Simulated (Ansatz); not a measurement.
# PbO (Massicot): how G0W0 depends on its starting point

One-shot GW is not self-consistent; how far does the start matter for PbO (Massicot)?

Method: G0W0 on several functionals, plane waves, PAW, in Ansatz 0.2.0.

This is a report of a sequence of runs, with most program output left out.

In doubt: masses and optical values from hybrid runs of this build are listed as unsure (steps 3, 4), which bears on the screening that GW takes from such a start.

## 1. The starting structure

The structure is orthorhombic, space group Pbcm (No. 57). Conventional cell: a = 5.893 Å, b = 5.490 Å, c = 4.753 Å, α = 90.00°, β = 90.00°, γ = 90.00°. Nearest to Pb lie 4 O at 2.22 to 2.48 Å. Nearest to O lie 4 Pb at 2.22 to 2.48 Å. Farther neighbours and most contacts between anions are not listed.

The cell and positions come from the Crystallography Open Database and are kept as given unless a step says otherwise. Spin-orbit coupling is left out unless a step names it.

## 2. G0W0 on r2SCAN

Now the one-shot GW correction: screening in the RPA, then the self-energy of the levels asked for. This step takes PAW set soft_1 files.

This step: G0W0 on r2SCAN, plane waves, PAW; PAW set soft_1.

Contents of input.yaml:

```yaml
crystal:
  lattice:
    - [5.8931, 0.0, 0.0]
    - [0.0, 5.4904, 0.0]
    - [0.0, 0.0, 4.7528]
  atoms:
    - { symbol: Pb, position: [0.2297, 0.9884, 0.25] }
    - { symbol: Pb, position: [0.7703, 0.0116, 0.75] }
    - { symbol: Pb, position: [0.2297, 0.5116, 0.75] }
    - { symbol: Pb, position: [0.7703, 0.4884, 0.25] }
    - { symbol: O, position: [0.8653, 0.0917, 0.25] }
    - { symbol: O, position: [0.1347, 0.9083, 0.75] }
    - { symbol: O, position: [0.8653, 0.4083, 0.75] }
    - { symbol: O, position: [0.1347, 0.5917, 0.25] }
kpoints:
  mp_grid: { grid: [4, 4, 4] }
hamiltonian:
  xc: r2scan
  pseudopotentials: { kind: paw, azcp: { folder: soft_1 } }
scf:
  occupations: { method: fixed }
gw:
  n_empty_bands: 459
  ecut_chi: 120
  qp_bands: [v2, c2]
  qp_kpoints: band_edges
  screening: { model: contour_deformation }
```

Run with:

```console
$ ansatz run input.yaml --threads 2 --pin off --max-ram 92160MiB --backend cuda --events-out ev --progress --plain --runs-dir out --devices 1 --max-vram 13GiB
```

Wall time 97 s (1 × NVIDIA H100 80GB HBM3 (shared by 6 runs) with 2 threads of AMD EPYC 7R13 (Zen 3), shared host); peak memory 3 GiB; 2.6 min of CPU time.

Numbers from this step:

```
bands summed                                 : 499
RPA ε∞ on this mesh (eigenvalues)            : 5.303, 5.501, 5.765
plane waves in the screening matrix          : 463
q-points in the mesh                         : 64
G0W0 gap on the mesh                         : 3.178 eV
k of the valence top                         : 0, 0, 0
k of the conduction bottom                   : -0.5, -0.5, 0.25
starting gap on the mesh                     : 2.805 eV
Z at the valence top                         : 0.7512
Z at the conduction bottom                   : 0.8127
least direct G0W0 gap on the computed points : 3.562 eV
```

The gap on the mesh goes from 2.80 eV to 3.18 eV, a correction of +0.37 eV. Between the two edge states, bare exchange in place of the xc potential would open the gap by 6.49 eV, and correlation takes back 6.12 eV.

## 3. G0W0 on HSE06

The same correction from a different start measures what one shot leaves open.

This step: G0W0 on HSE06, plane waves, PAW; PAW set soft_1.

Edit input.yaml of step 2 so:

```diff
@@ -17,3 +17,3 @@
 hamiltonian:
-  xc: r2scan
+  xc: hse06
   pseudopotentials: { kind: paw, azcp: { folder: soft_1 } }
```

Run time: 3.5 min. Hardware: 1 × NVIDIA H100 80GB HBM3 (shared by 6 runs) with 2 threads; peak memory 3.2 GiB; 4.4 min of CPU time.

This step gave:

```yaml
bands_summed: 499
rpa_eps_infinity_on_this_mesh_eigenvalues: 4.787, 4.917, 5.131
plane_waves_in_the_screening_matrix: 463
q_points_in_the_mesh: 64
g0w0_gap_on_the_mesh: 3.413 eV
k_of_the_valence_top: 0, 0, 0
k_of_the_conduction_bottom: -0.5, -0.5, 0.25
starting_gap_on_the_mesh: 3.310 eV
z_at_the_valence_top: 0.7731
z_at_the_conduction_bottom: 0.8271
least_direct_g0w0_gap_on_the_computed_points: 3.821 eV
```

Against the run with 4×4×4 mesh, 459 empty bands, screening to 120 eV, PAW set soft_1 files on r2SCAN, the gap moves by +0.23 eV, while the start moved by +0.51 eV.

## 4. G0W0 on PBE0

This step: G0W0 on PBE0, plane waves, PAW; PAW set soft_1.

Edit input.yaml of step 3 so:

```diff
@@ -17,3 +17,3 @@
 hamiltonian:
-  xc: hse06
+  xc: pbe0
   pseudopotentials: { kind: paw, azcp: { folder: soft_1 } }
```

Wall time 3.9 min (1 × NVIDIA H100 80GB HBM3 (shared by 6 runs) with 2 threads); peak memory 3.2 GiB; 4.6 min of CPU time.

Numbers from this step:

| Quantity | Value |
| --- | --- |
| bands summed | 499 |
| RPA ε∞ on this mesh (eigenvalues) | 4.398, 4.529, 4.711 |
| plane waves in the screening matrix | 463 |
| G0W0 gap on the mesh | 3.604 eV |
| k of the valence top | 0, 0, 0 |
| k of the conduction bottom | -0.5, -0.5, 0.25 |
| starting gap on the mesh | 3.993 eV |
| least direct G0W0 gap on the computed points | 4.021 eV |

Against the run with 4×4×4 mesh, 459 empty bands, screening to 120 eV, PAW set soft_1 files on HSE06, the gap moves by +0.19 eV, while the start moved by +0.68 eV.

## 5. The starts together

All on the 4×4×4 mesh with 459 empty bands and screening to 120 eV. Times are wall times on 1 × NVIDIA H100 80GB HBM3 (shared by 6 runs) with 2 threads of AMD EPYC 7R13 (Zen 3), shared host, good to a factor of about two.

```csv
start,starting gap (eV),shift (eV),G0W0 gap (eV),RPA ε∞ (harmonic mean),"Z (valence, conduction)",time
r2SCAN,2.80,+0.37,3.18,5.52,"0.75, 0.81",97 s
HSE06,3.31,+0.10,3.41,4.94,"0.77, 0.83",3.5 min
PBE0,3.99,−0.39,3.60,4.54,"0.79, 0.84",3.9 min
```

How the two edges are built up, in eV (the quasiparticle level is the starting level plus Σx plus Σc less Vxc):

```csv
run,edge,start,Σx,Σc,Vxc,Z,QP
r2SCAN,valence top,8.16,-22.88,3.03,-19.74,0.75,8.05
r2SCAN,conduction bottom,10.97,-9.09,-3.09,-12.44,0.81,11.23
HSE06,valence top,7.75,-22.55,2.74,-19.90,0.77,7.84
HSE06,conduction bottom,11.06,-8.75,-3.10,-12.04,0.83,11.26
PBE0,valence top,7.38,-22.55,2.63,-20.27,0.79,7.74
PBE0,conduction bottom,11.37,-8.71,-3.02,-11.70,0.84,11.34
```

For a hybrid start, Vxc holds its share of exact exchange.

## 6. Summary of results

```yaml
g0w0_r2scan: 3.18 eV (start 2.80 eV)
g0w0_hse06: 3.41 eV (start 3.31 eV)
g0w0_pbe0: 3.60 eV (start 3.99 eV)
known_limits: not at the basis limit; no spin-orbit coupling
```

In words: The starting gaps span 1.19 eV and the G0W0 gaps 0.43 eV. Between r2SCAN and PBE0, 0.43 eV of the 1.19 eV survives, 36 %. PBE0 screens less than r2SCAN (ε∞ 4.54 against 5.52). Of the 0.43 eV by which its G0W0 gap is higher, the correlation part gives +0.46 eV, and exchange with the one-particle terms, which follow the orbitals, −0.04 eV. On PBE0 the correction is negative: that start lies above its own G0W0 value. The smallest correction, +0.10 eV, is on HSE06, the start nearest to reproducing itself. Bands and cutoff are finite, so the gap is not at the basis limit. The miss can reach some tenths of an eV and take either sign; the mesh is an error of its own. Where an edge is built on 6p states of lead, bismuth or thallium, scalar-relativistic gaps usually stand too wide, by a few tenths to over one eV. The many-body steps are scalar-relativistic: spin-orbit coupling is not in them.

[Paths, hosts, dates, memory and timing lines, banners, echoed tables and standing remarks are left out of the program output.]

[Logs are printed without paths, hosts, clocks, repeated set-up lines and the standing remarks that a program may print on its own settings, such as how far it seeks lower states.]

[Runs of the session that timed out or met a known fault of the program may be left out.]

[Cells called generated may have been cut or substituted from an entry of the Crystallography Open Database or the Materials Project.]

[Hosts, paths, dates, database ids (printed as entryN), source tags and the programs' standing remarks are cut or masked in the printed files.]
